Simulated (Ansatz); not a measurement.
# Relaxing Zr2CO2 MXene, 4 layers (80 atoms)

Wanted: the relaxed structure of Zr2CO2 MXene, 4 layers (80 atoms) and its electronic structure.

Method: Kohn-Sham DFT, PBE+D4, PAW (set soft_2), plane waves, in Ansatz 0.2.0.

### 1. The starting structure

The cell holds 80 atoms: 16 C, 32 Zr and 32 O. Cell: a = 6.752 Å, b = 6.752 Å, c = 40.780 Å, α = 90.0°, β = 90.0°, γ = 120.0°. It derives from Zr2CO2 (Zr2CO2 MXene). 4 layers of Zr2CO2 MXene (a = 3.31 Å), 2 x 2 cells, biaxial strain +2 %, every second layer slid by 0.833 of a1 + 2 a2; facing planes 2.84, 2.72, 2.82 Å apart; 14 Å of vacuum. Regions: layer 1, 20 atoms (4 C, 8 Zr and 8 O); layer 2, 20 atoms (4 C, 8 Zr and 8 O); layer 3, 20 atoms (4 C, 8 Zr and 8 O); layer 4, 20 atoms (4 C, 8 Zr and 8 O). Vacuum lies along c.

What the set-up can't give: The cell is under 6 Å thick along two periodic directions, so every atom has periodic images of itself close by, which move with it and show among its neighbours and in g(r).

### 2. Single point at the start

The forces at the start show how far the geometry lies from a minimum of this functional.

Input file input.yaml:

```yaml
crystal:
  lattice:
    - [6.7524, 0.0, 0.0]
    - [-3.3762, 5.84775, 0.0]
    - [0.0, 0.0, 40.78]
  atoms:
    - { symbol: C, position: [0.00404, 0.00017, 0.22835] }
    - { symbol: Zr, position: [0.16704, 0.33497, 0.26193] }
    - { symbol: Zr, position: [0.33202, 0.1635, 0.19448] }
    - { symbol: O, position: [0.33551, 0.16654, 0.28419] }
    - { symbol: O, position: [0.16881, 0.33586, 0.17151] }
    - { symbol: C, position: [0.00351, 0.50165, 0.2282] }
    - { symbol: Zr, position: [0.16715, 0.83519, 0.26144] }
    - { symbol: Zr, position: [0.33121, 0.66489, 0.19415] }
    - { symbol: O, position: [0.33593, 0.66698, 0.28433] }
    - { symbol: O, position: [0.16337, 0.83428, 0.17136] }
    - { symbol: C, position: [0.49751, 0.99558, 0.2283] }
    - { symbol: Zr, position: [0.6677, 0.33459, 0.26154] }
    - { symbol: Zr, position: [0.83174, 0.16714, 0.19407] }
    - { symbol: O, position: [0.83438, 0.1682, 0.28441] }
    - { symbol: O, position: [0.66602, 0.33446, 0.17153] }
    - { symbol: C, position: [0.49717, 0.49893, 0.22794] }
    - { symbol: Zr, position: [0.66697, 0.83423, 0.26152] }
    - { symbol: Zr, position: [0.83586, 0.66864, 0.19466] }
    - { symbol: O, position: [0.83563, 0.66683, 0.28463] }
    - { symbol: O, position: [0.66606, 0.83417, 0.17211] }
    - { symbol: C, position: [0.41599, 0.83439, 0.41044] }
    - { symbol: Zr, position: [0.58322, 0.16542, 0.44427] }
    - { symbol: Zr, position: [0.75499, 0.00208, 0.37657] }
    - { symbol: O, position: [0.74777, 0.99861, 0.46665] }
    - { symbol: O, position: [0.58488, 0.16765, 0.35418] }
    - { symbol: C, position: [0.41912, 0.33649, 0.41034] }
    - { symbol: Zr, position: [0.58487, 0.66828, 0.44432] }
    - { symbol: Zr, position: [0.74906, 0.50003, 0.37668] }
    - { symbol: O, position: [0.75046, 0.5016, 0.4668] }
    - { symbol: O, position: [0.5821, 0.66482, 0.35355] }
    - { symbol: C, position: [0.91777, 0.83457, 0.41046] }
    - { symbol: Zr, position: [0.08189, 0.1645, 0.44395] }
    - { symbol: Zr, position: [0.25231, 0.99905, 0.37638] }
    - { symbol: O, position: [0.2514, 0.00298, 0.46664] }
    - { symbol: O, position: [0.0819, 0.16599, 0.35389] }
    - { symbol: C, position: [0.91632, 0.33347, 0.4104] }
    - { symbol: Zr, position: [0.08351, 0.66744, 0.44408] }
    - { symbol: Zr, position: [0.24968, 0.50104, 0.37694] }
    - { symbol: O, position: [0.25213, 0.50164, 0.46707] }
    - { symbol: O, position: [0.08154, 0.66179, 0.35393] }
    - { symbol: C, position: [0.99981, 0.00213, 0.59003] }
    - { symbol: Zr, position: [0.16633, 0.33536, 0.62304] }
    - { symbol: Zr, position: [0.33231, 0.16612, 0.55683] }
    - { symbol: O, position: [0.3352, 0.16705, 0.64627] }
    - { symbol: O, position: [0.16737, 0.33307, 0.53344] }
    - { symbol: C, position: [0.99978, 0.5004, 0.58992] }
    - { symbol: Zr, position: [0.16479, 0.8338, 0.62335] }
    - { symbol: Zr, position: [0.33586, 0.66663, 0.55621] }
    - { symbol: O, position: [0.33681, 0.66889, 0.64645] }
    - { symbol: O, position: [0.16558, 0.83403, 0.53344] }
    - { symbol: C, position: [0.50258, 0.00105, 0.58997] }
    - { symbol: Zr, position: [0.66503, 0.33369, 0.62305] }
    - { symbol: Zr, position: [0.83208, 0.16468, 0.5566] }
    - { symbol: O, position: [0.83558, 0.16935, 0.64616] }
    - { symbol: O, position: [0.66712, 0.33436, 0.53345] }
    - { symbol: C, position: [0.50152, 0.50295, 0.5899] }
    - { symbol: Zr, position: [0.66344, 0.82998, 0.62355] }
    - { symbol: Zr, position: [0.83071, 0.66557, 0.5564] }
    - { symbol: O, position: [0.83484, 0.66636, 0.64631] }
    - { symbol: O, position: [0.66822, 0.83158, 0.53343] }
    - { symbol: C, position: [0.41745, 0.83622, 0.77226] }
    - { symbol: Zr, position: [0.58213, 0.16539, 0.80531] }
    - { symbol: Zr, position: [0.75275, 0.00396, 0.73857] }
    - { symbol: O, position: [0.75024, 0.99855, 0.82844] }
    - { symbol: O, position: [0.58166, 0.16736, 0.71563] }
    - { symbol: C, position: [0.41723, 0.33144, 0.77171] }
    - { symbol: Zr, position: [0.58325, 0.6654, 0.80581] }
    - { symbol: Zr, position: [0.75025, 0.50085, 0.73901] }
    - { symbol: O, position: [0.75347, 0.5016, 0.82777] }
    - { symbol: O, position: [0.58245, 0.6634, 0.71549] }
    - { symbol: C, position: [0.91784, 0.83524, 0.77208] }
    - { symbol: Zr, position: [0.08275, 0.16953, 0.80525] }
    - { symbol: Zr, position: [0.24857, 0.9995, 0.73818] }
    - { symbol: O, position: [0.24886, 0.99935, 0.82803] }
    - { symbol: O, position: [0.0821, 0.1649, 0.71491] }
    - { symbol: C, position: [0.91912, 0.333, 0.77168] }
    - { symbol: Zr, position: [0.08448, 0.66768, 0.80599] }
    - { symbol: Zr, position: [0.253, 0.50259, 0.73823] }
    - { symbol: O, position: [0.25314, 0.50277, 0.82837] }
    - { symbol: O, position: [0.08331, 0.66641, 0.71548] }
kpoints:
  mp_grid: { grid: [2, 2, 1] }
hamiltonian:
  xc: pbe
  dispersion: d4
scf:
  occupations: { method: fermi_dirac, width: 0.05 }
output:
  forces: true
  populations: true
  dos:
    method: { smearing: { sigma: 0.1 } }
    de: 0.1
    projected:
      site_lists:
        C: [C]
        O: [O]
        Zr: [Zr]
        layer_1: [0, 1, 2, 3, 4, 5, 6, 7, 8, 9, 10, 11, 12, 13, 14, 15, 16, 17, 18, 19]
        layer_2: [20, 21, 22, 23, 24, 25, 26, 27, 28, 29, 30, 31, 32, 33, 34, 35, 36, 37, 38, 39]
        layer_3: [40, 41, 42, 43, 44, 45, 46, 47, 48, 49, 50, 51, 52, 53, 54, 55, 56, 57, 58, 59]
        layer_4: [60, 61, 62, 63, 64, 65, 66, 67, 68, 69, 70, 71, 72, 73, 74, 75, 76, 77, 78, 79]
  eigenvalues: true
```

Run with:

```bash
$ ansatz run input.yaml --threads 8 --pin off --max-ram 15872MiB --backend cpu --events-out ev --progress --plain --runs-dir out
```

Numbers of over 12 decimals in the logs are rounded to 6 here.

The log of the run:

```text
Engine: ansatz 0.2.0, aarch64-unknown-linux-gnu
Pseudopotentials: kind: paw
Pseudopotential: C, paw, valence charge 4, recommended cutoff 420 eV (normal), C.paw.azcp
Pseudopotential: Zr, paw, valence charge 12, recommended cutoff 420 eV (normal), Zr.paw.azcp
Pseudopotential: O, paw, valence charge 6, recommended cutoff 420 eV (normal), O.paw.azcp
Functional definition: PBE
  parameter kappa = 0.804
  parameter beta = 0.066725
  exchange = pbe_x(kappa = kappa, mu = beta*pi^2/3)
  correlation = pbe_c(beta = beta)
Crystal: 80 atoms, lattice volume = 1610.253 Å³
Basis set: ecut = 420 eV, 31517 PW (Γ), exchange–correlation on 96×96×576 points (8 copies of the dense FFT grid, shifted against one another)
Bands: 400, of which v1, the nominal top of the filled ones, is band 320 counted from 1 (319 counted from 0)
Symmetry: 1 space group operations
Space group: P1 (ITA 1), of the structure as read, at distance tolerance 1.2e-4 Å
k-points: 4
Non-local potential: C, projectors of the file, l = 0: 2, l = 1: 2, l = 2: 1
Non-local potential: Zr, projectors of the file, l = 0: 3, l = 1: 2, l = 2: 2, l = 3: 2
Non-local potential: O, projectors of the file, l = 0: 2, l = 1: 2, l = 2: 1
PAW form: soft (Blöchl's): semilocal exchange-correlation on the pseudo side does not see the compensation charge
PAW one-centre angular grid: C, 110 points (default); XC on 64 Gauss nodes
PAW one-centre angular grid: Zr, 590 points (default); XC on 64 Gauss nodes
PAW one-centre angular grid: O, 110 points (default); XC on 64 Gauss nodes
Initial density: superposition of atomic densities (neutral atoms: chi_scale 0, normalization atom), corrected by the library's trained network
Initial wavefunctions: pseudopotential atomic-orbital guess
Functional: x = pbe(κ = 0.804, μ = 0.219515), c = pbe(β = 0.066725)
SCF iter   1: F=—  HF=-156165.290795 eV  |F-HF|=—  |Δ(HF+E_count)|=         —  Δρ=5.52e-3  dr2=7.88e-1  ethr=1.77e-3  ⟨swp⟩=5.2  Hψ=6059  notcnv=0  defer=138
preconditioner: auto → Resta (q_TF=auto, 2.339 Å⁻¹)  ε∞=4.9  [insulator: Δε(μ)=1.041 eV  Ē_g=9.199 eV  σ=0.050 eV  W_gap=1.00  n_scr=384 (ndim 8)  ℏωp=18.1 eV  f_vac=0.318  D(μ)=0.00/eV (n_scr^D=0)  ε∞_Penn≈4.9  vacuum switching on, ρ_ref=6.1e-3 e/Å³]
SCF iter   2: F=—  HF=-156165.168039 eV  |F-HF|=—  |Δ(HF+E_count)|=   1.23e-1  Δρ=2.15e-3  dr2=6.59e-2  ethr=1.23e-4  ⟨swp⟩=2.0  Hψ=2552  notcnv=0  defer=241
SCF iter   3: F=—  HF=-156165.161771 eV  |F-HF|=—  |Δ(HF+E_count)|=   6.27e-3  Δρ=1.12e-3  dr2=2.34e-2  ethr=1.03e-5  ⟨swp⟩=2.0  Hψ=1992  notcnv=0  defer=241
SCF iter   4: F=—  HF=-156165.163734 eV  |F-HF|=—  |Δ(HF+E_count)|=   1.96e-3  Δρ=8.69e-4  dr2=2.03e-2  ethr=3.65e-6  ⟨swp⟩=2.0  Hψ=2123  notcnv=0  defer=241
SCF iter   5: F=—  HF=-156165.161303 eV  |F-HF|=—  |Δ(HF+E_count)|=   2.43e-3  Δρ=1.77e-4  dr2=5.24e-4  ethr=3.17e-6  ⟨swp⟩=2.2  Hψ=2121  notcnv=0  defer=241
SCF iter   6: F=—  HF=-156165.161440 eV  |F-HF|=—  |Δ(HF+E_count)|=   1.37e-4  Δρ=1.57e-4  dr2=5.30e-4  ethr=8.19e-8  ⟨swp⟩=3.0  Hψ=2535  notcnv=0  defer=241
SCF iter   7: F=—  HF=-156165.161374 eV  |F-HF|=—  |Δ(HF+E_count)|=   6.68e-5  Δρ=4.78e-5  dr2=5.47e-5  ethr=8.19e-8  ⟨swp⟩=2.0  Hψ=2104  notcnv=0  defer=241
SCF iter   8: F=—  HF=-156165.161454 eV  |F-HF|=—  |Δ(HF+E_count)|=   8.09e-5  Δρ=1.32e-5  dr2=5.54e-6  ethr=8.55e-9  ⟨swp⟩=2.0  Hψ=2240  notcnv=0  defer=246
SCF iter   9: F=—  HF=-156165.161455 eV  |F-HF|=—  |Δ(HF+E_count)|=   6.06e-7  Δρ=1.42e-5  dr2=5.09e-6  ethr=8.65e-10  ⟨swp⟩=2.5  Hψ=2126  notcnv=0  defer=246
SCF iter  10: F=—  HF=-156165.161454 eV  |F-HF|=—  |Δ(HF+E_count)|=   6.98e-7  Δρ=4.51e-6  dr2=5.77e-7  ethr=7.95e-10  ⟨swp⟩=2.0  Hψ=2109  notcnv=0  defer=246
SCF iter  11: F=—  HF=-156165.161454 eV  |F-HF|=—  |Δ(HF+E_count)|=   5.24e-8  Δρ=1.92e-6  dr2=1.23e-7  ethr=9.02e-11  ⟨swp⟩=3.0  Hψ=2107  notcnv=0  defer=246
SCF iter  12: F=-156165.161454 eV  HF=-156165.161454 eV  |F-HF|=1.92e-9  |Δ(HF+E_count)|=   1.03e-8  Δρ=6.04e-7  dr2=1.03e-8  ethr=1.56e-11  ⟨swp⟩=14.5  Hψ=6916  notcnv=0
SCF 1 converged in 12 iterations: F = -156165.161454 eV  dr2 = 1.03e-8
  greatest PAW one-centre occupation: 0.995 electrons in one spin orbital (limit 2), on the Zr atom at site 76 (counted from 0), in its partial waves of l = 0
SCF converged after 12 iterations
Free energy (F): -156165.161454 eV
Harris-Foulkes:  -156165.161454 eV  (|F-HF|=1.92e-9)
Internal energy: -156165.161094 eV  (E = F + TS)
E sigma→0 (E₀):  -156165.161274 eV
Entropy (-TS):   -0.000360 eV (-0.005 meV/atom)
Fermi energy:    6.441463 eV
--- Per-component energies (eV) ---
  E_band       = -6787.105741
  E_kinetic    = 17630.437514
  E_local      = -553646.805060  (includes V_loc(G=0)·N_el)
  E_nonlocal   = 4403.397211
  E_hartree    = 269341.497450
  E_xc         = -8330.115483
  E_vxc        = -10107.748673  (∫ρ·V_xc dr)
  E_paw        = -101119.034499  (= ΣΔE_a)
  E_vpaw       = -3749.457217  (= ΣTr[D̂ρ^β])
  E_aug_tail   = 0.078382  (compensation charges beyond the density's cutoff)
  E_ewald      = 215569.289551
  E_disp       = -13.906159  (pairwise vdW)
  E_smearing   = -0.000360  (= −TS)
  E_closure    = -0.000000  (closes the sum)
  Σ components = -156165.161454   (vs F -156165.161454, Δ=0.00e0)
--- Forces (eV/Å), atoms counted from 1 ---
  atom   1  C     -0.22572941    -0.05636155    -0.20168266
  atom   2  Zr     0.14841800     0.01077289     0.69342840
  atom   3  Zr    -0.11550873     0.36808947    -0.65432710
  atom   4  O     -0.04280721     0.06035797    -0.52559883
  atom   5  O     -0.12920099    -0.22719777     0.63033362
  atom   6  C     -0.23547065    -0.14876584    -0.20000122
  atom   7  Zr     0.09122232    -0.09463349     0.96401200
  atom   8  Zr     0.19214844    -0.04707682    -0.49646449
  atom   9  O     -0.03131119    -0.02519231    -0.57949254
  atom  10  O      0.16222868    -0.06261700     0.61131243
  atom  11  C      0.11633324     0.37207550    -0.27609564
  atom  12  Zr    -0.07219646     0.01592100     0.89467216
  atom  13  Zr     0.06459746     0.03556486    -0.60186802
  atom  14  O     -0.03209846    -0.07351222    -0.68767914
[...]
atom  79  O     -0.08039665    -0.13060741    -0.57918357
  atom  80  O      0.06492820     0.02925356     0.78635953
  max |Σ_I F_I| component: 3.63e-5 eV/Å
--- Band table (eV) ---
  k-point 0: bands = ["-42.9090", "-42.8912", "-42.8864", "-42.8607", [... 384 levels ...], "10.0551", "10.0582", "10.0707", "10.0802", "10.0946", "10.0964", "10.1020", "10.1149", "10.1179", "10.1352", "10.1398", "10.1639"]
[...]
--- Löwdin populations: 80 sites ---
  site symbol       q [e]
     0      C      4.9257
     1     Zr     10.8008
     2     Zr     10.8015
[...]
79      O      6.6506
  spilling = 0.004099 (of n_electrons = 640.000000)
```

Run time: 74 s. Hardware: 8 threads of Arm Neoverse V2, shared host; peak memory 11 GiB.

Reading the cycles: dr2 is the Hartree energy of the density residual (eV), the measure of convergence; HF is the Harris–Foulkes estimate of the energy, which meets the free energy F at convergence.

Numbers from this run:

| Property | Result |
| --- | --- |
| free energy | -156165.1615 eV |
| free energy per atom | -1952.0645 eV/atom |
| SCF cycles | 12 |
| r.m.s. force component | 0.4222 eV/Å |
| longest force | 1.284 eV/Å |
| Fermi energy | 6.441 eV |
| gap (highest filled to lowest empty level) | 0.8035 eV |
| spilling of the projection | 0.004099 |

The r.m.s. force component of 0.42 eV/Å sets the starting point.

Length of the force by element:

```tsv
element	coordination	atoms	mean length of the force (eV/Å)	spread	least	most
C	all	16	0.213	0.108	0.0714	0.478
O	all	32	0.709	0.130	0.426	0.941
Zr	all	32	0.861	0.219	0.532	1.28
```

### 3. Relaxation

The atoms are relaxed in the fixed cell, aiming at the force tolerance of the input.

input.yaml, the sections that differ from step 2:

```yaml
output:
  forces: true
relax:
  f_tol: 0.05
  max_steps: 94
# crystal, kpoints, hamiltonian, scf: as in step 2
```

The log of the run:

```text
[...]
Crystal: 80 atoms, lattice volume = 1610.253 Å³
Basis set: ecut = 420 eV, 31517 PW (Γ), exchange–correlation on 96×96×576 points (8 copies of the dense FFT grid, shifted against one another)
Bands: 400, of which v1, the nominal top of the filled ones, is band 320 counted from 1 (319 counted from 0)
Symmetry: 1 space group operations
[...]
k-points: 4
[...]
SCF iter   1: F=—  HF=-156165.290795 eV  |F-HF|=—  |Δ(HF+E_count)|=         —  Δρ=5.52e-3  dr2=7.88e-1  ethr=1.77e-3  ⟨swp⟩=5.2  Hψ=6059  notcnv=0  defer=138
[...]
SCF iter   7: F=-156165.161423 eV  HF=-156165.161461 eV  |F-HF|=3.76e-5  |Δ(HF+E_count)|=   5.76e-5  Δρ=4.78e-5  dr2=5.49e-5  ethr=9.77e-9  ⟨swp⟩=3.0  Hψ=5101  notcnv=0
SCF 1 converged in 7 iterations: F = -156165.161423 eV  dr2 = 5.49e-5
[...]
relax step   1: F+E_penalty+E_count = -156165.16142295 eV  Δ(F+E_penalty+E_count) = +0.000e0 eV  max|allowed force component| = 1.247e0 eV/Å  Δτ_max = 0.0000 Å  (7 SCF iters, dr2 threshold 6.25e-5 eV, accepted)
[...]
relax step   2: F+E_penalty+E_count = -156165.68431787 eV  Δ(F+E_penalty+E_count) = -5.229e-1 eV  max|allowed force component| = 1.195e0 eV/Å  Δτ_max = 0.1935 Å  (8 SCF iters, dr2 threshold 9.72e-5 eV, accepted)
[...]
relax step   3: F+E_penalty+E_count = -156166.41914458 eV  Δ(F+E_penalty+E_count) = -7.348e-1 eV  max|allowed force component| = 1.701e-1 eV/Å  Δτ_max = 0.1933 Å  (8 SCF iters, dr2 threshold 8.93e-5 eV, accepted)
relax step   4: F+E_penalty+E_count = -156166.80395028 eV  Δ(F+E_penalty+E_count) = -3.848e-1 eV  max|allowed force component| = 1.039e-1 eV/Å  Δτ_max = 0.2000 Å  (12 SCF iters, accepted)
relax step   5: F+E_penalty+E_count = -156167.20728014 eV  Δ(F+E_penalty+E_count) = -4.033e-1 eV  max|allowed force component| = 2.056e-1 eV/Å  Δτ_max = 0.1925 Å  (12 SCF iters, accepted)
relax step   6: F+E_penalty+E_count = -156167.59090961 eV  Δ(F+E_penalty+E_count) = -3.836e-1 eV  max|allowed force component| = 1.655e-1 eV/Å  Δτ_max = 0.1968 Å  (10 SCF iters, dr2 threshold 1.57e-5 eV, accepted)
relax step   7: F+E_penalty+E_count = -156167.99986477 eV  Δ(F+E_penalty+E_count) = -4.090e-1 eV  max|allowed force component| = 2.161e-1 eV/Å  Δτ_max = 0.1933 Å  (9 SCF iters, dr2 threshold 1.78e-5 eV, accepted)
relax step   8: F+E_penalty+E_count = -156168.46121112 eV  Δ(F+E_penalty+E_count) = -4.613e-1 eV  max|allowed force component| = 2.324e-1 eV/Å  Δτ_max = 0.1944 Å  (9 SCF iters, dr2 threshold 3.03e-5 eV, accepted)
relax step   9: F+E_penalty+E_count = -156168.80893572 eV  Δ(F+E_penalty+E_count) = -3.477e-1 eV  max|allowed force component| = 1.589e-1 eV/Å  Δτ_max = 0.1947 Å  (9 SCF iters, dr2 threshold 5.40e-5 eV, accepted)
relax step  10: F+E_penalty+E_count = -156169.04969189 eV  Δ(F+E_penalty+E_count) = -2.408e-1 eV  max|allowed force component| = 1.031e-1 eV/Å  Δτ_max = 0.1926 Å  (10 SCF iters, dr2 threshold 1.18e-5 eV, accepted)
relax step  11: F+E_penalty+E_count = -156169.28824405 eV  Δ(F+E_penalty+E_count) = -2.386e-1 eV  max|allowed force component| = 1.159e-1 eV/Å  Δτ_max = 0.1953 Å  (11 SCF iters, dr2 threshold 4.48e-6 eV, accepted)
relax step  12: F+E_penalty+E_count = -156169.60684899 eV  Δ(F+E_penalty+E_count) = -3.186e-1 eV  max|allowed force component| = 1.532e-1 eV/Å  Δτ_max = 0.1931 Å  (11 SCF iters, dr2 threshold 5.66e-6 eV, accepted)
relax step  13: F+E_penalty+E_count = -156170.01075559 eV  Δ(F+E_penalty+E_count) = -4.039e-1 eV  max|allowed force component| = 1.787e-1 eV/Å  Δτ_max = 0.1948 Å  (10 SCF iters, dr2 threshold 2.35e-5 eV, accepted)
relax step  14: F+E_penalty+E_count = -156170.33213579 eV  Δ(F+E_penalty+E_count) = -3.214e-1 eV  max|allowed force component| = 2.025e-1 eV/Å  Δτ_max = 0.1952 Å  (10 SCF iters, dr2 threshold 3.19e-5 eV, accepted)
relax step  15: F+E_penalty+E_count = -156169.92835352 eV  Δ(F+E_penalty+E_count) = +4.038e-1 eV  max|allowed force component| = 1.022e0 eV/Å  Δτ_max = 0.1947 Å  (9 SCF iters, dr2 threshold 4.10e-5 eV, rejected (line search))
[...]
relax step  16: F+E_penalty+E_count = -156170.36762181 eV  Δ(F+E_penalty+E_count) = -3.549e-2 eV  max|allowed force component| = 1.224e-2 eV/Å  Δτ_max = 0.0459 Å  (13 SCF iters, accepted)
SCF converged after 13 iterations
Free energy (F): -156170.367622 eV
[...]
Internal energy: -156170.366513 eV  (E = F + TS)
E sigma→0 (E₀):  -156170.367067 eV
Entropy (-TS):   -0.001109 eV (-0.014 meV/atom)
Fermi energy:    6.588559 eV
[...]
--- Forces (eV/Å), atoms counted from 1 ---
  atom   1  C      0.00012290    -0.00117598     0.00012506
  atom   2  Zr     0.00044479     0.00221489     0.01121805
  atom   3  Zr     0.00078053     0.00174925     0.00453233
  atom   4  O      0.00113928    -0.00171997    -0.00136104
  atom   5  O     -0.00092047    -0.00036969     0.00380764
  atom   6  C     -0.00184463    -0.00016759    -0.00048522
  atom   7  Zr     0.00181094    -0.00053575     0.01224003
  atom   8  Zr     0.00173541     0.00008527     0.00525076
  atom   9  O     -0.00061658    -0.00122491    -0.00051962
  atom  10  O     -0.00041344    -0.00055745     0.00469317
  atom  11  C     -0.00116845    -0.00000276     0.00030993
  atom  12  Zr     0.00028121     0.00040010     0.01192871
  atom  13  Zr     0.00053953     0.00021589     0.00382766
  atom  14  O     -0.00150456    -0.00125230    -0.00139892
[...]
atom  79  O     -0.00031517     0.00044138    -0.00570759
  atom  80  O      0.00063651     0.00142161     0.00009641
  max |Σ_I F_I| component: 1.59e-4 eV/Å
--- Relaxed structure (16 steps of the walk, 15 accepted, 0 SCFs on fresh bases) ---
  F+E_penalty+E_count = -156170.36762181 eV   max|allowed force component| = 1.224e-2 eV/Å
  atoms:
    - { symbol: C, position: [-0.041193, -0.082793, 0.279082] }
    - { symbol: Zr, position: [0.125426, 0.250490, 0.312928] }
    - { symbol: Zr, position: [0.292069, 0.083822, 0.245198] }
    - { symbol: O, position: [0.292114, 0.083845, 0.333103] }
[...]
- { symbol: O, position: [0.125321, 0.750174, 0.667005] }
```

Wall time 9.3 min (8 threads); peak memory 11 GiB; 72 min of CPU time.

Relaxation path:

```tsv
step	energy less that of the first step (eV)	largest force component (eV/Å)
1	0.0000	1.2468
2	-0.5229	1.1950
3	-1.2577	0.1701
4	-1.6425	0.1039
5	-2.0459	0.2056
6	-2.4295	0.1655
7	-2.8384	0.2161
8	-3.2998	0.2324
9	-3.6475	0.1589
10	-3.8883	0.1031
11	-4.1268	0.1159
12	-4.4454	0.1532
13	-4.8493	0.1787
14	-5.1707	0.2025
15	-4.7669	1.0222
16	-5.2062	0.0122
```

Relaxation step 15 was tried and not accepted.

The atoms that moved most (Å):

```tsv
atom	dx	dy	dz	length
O10	0.027	-0.490	2.136	2.191
O5	-0.005	-0.499	2.130	2.188
O15	0.009	-0.491	2.129	2.185
O64	-0.005	0.497	-2.123	2.181
O79	-0.010	0.472	-2.120	2.172
Zr68	0.003	0.484	-2.114	2.168
O74	0.007	0.492	-2.107	2.163
O20	0.008	-0.489	2.105	2.161
```

The relaxation changed the energy by -65.1 meV/atom, and atoms moved by 1.6 Å r.m.s., 2.2 Å at most.

(Part 1 of 2 ends here.)

[Logs are printed without paths, hosts, clocks, repeated set-up lines and the standing remarks that a program may print on its own settings, such as how far it seeks lower states.]

[Hosts, paths, dates, database ids (printed as entryN), source tags and the programs' standing remarks are cut or masked in the printed files.]
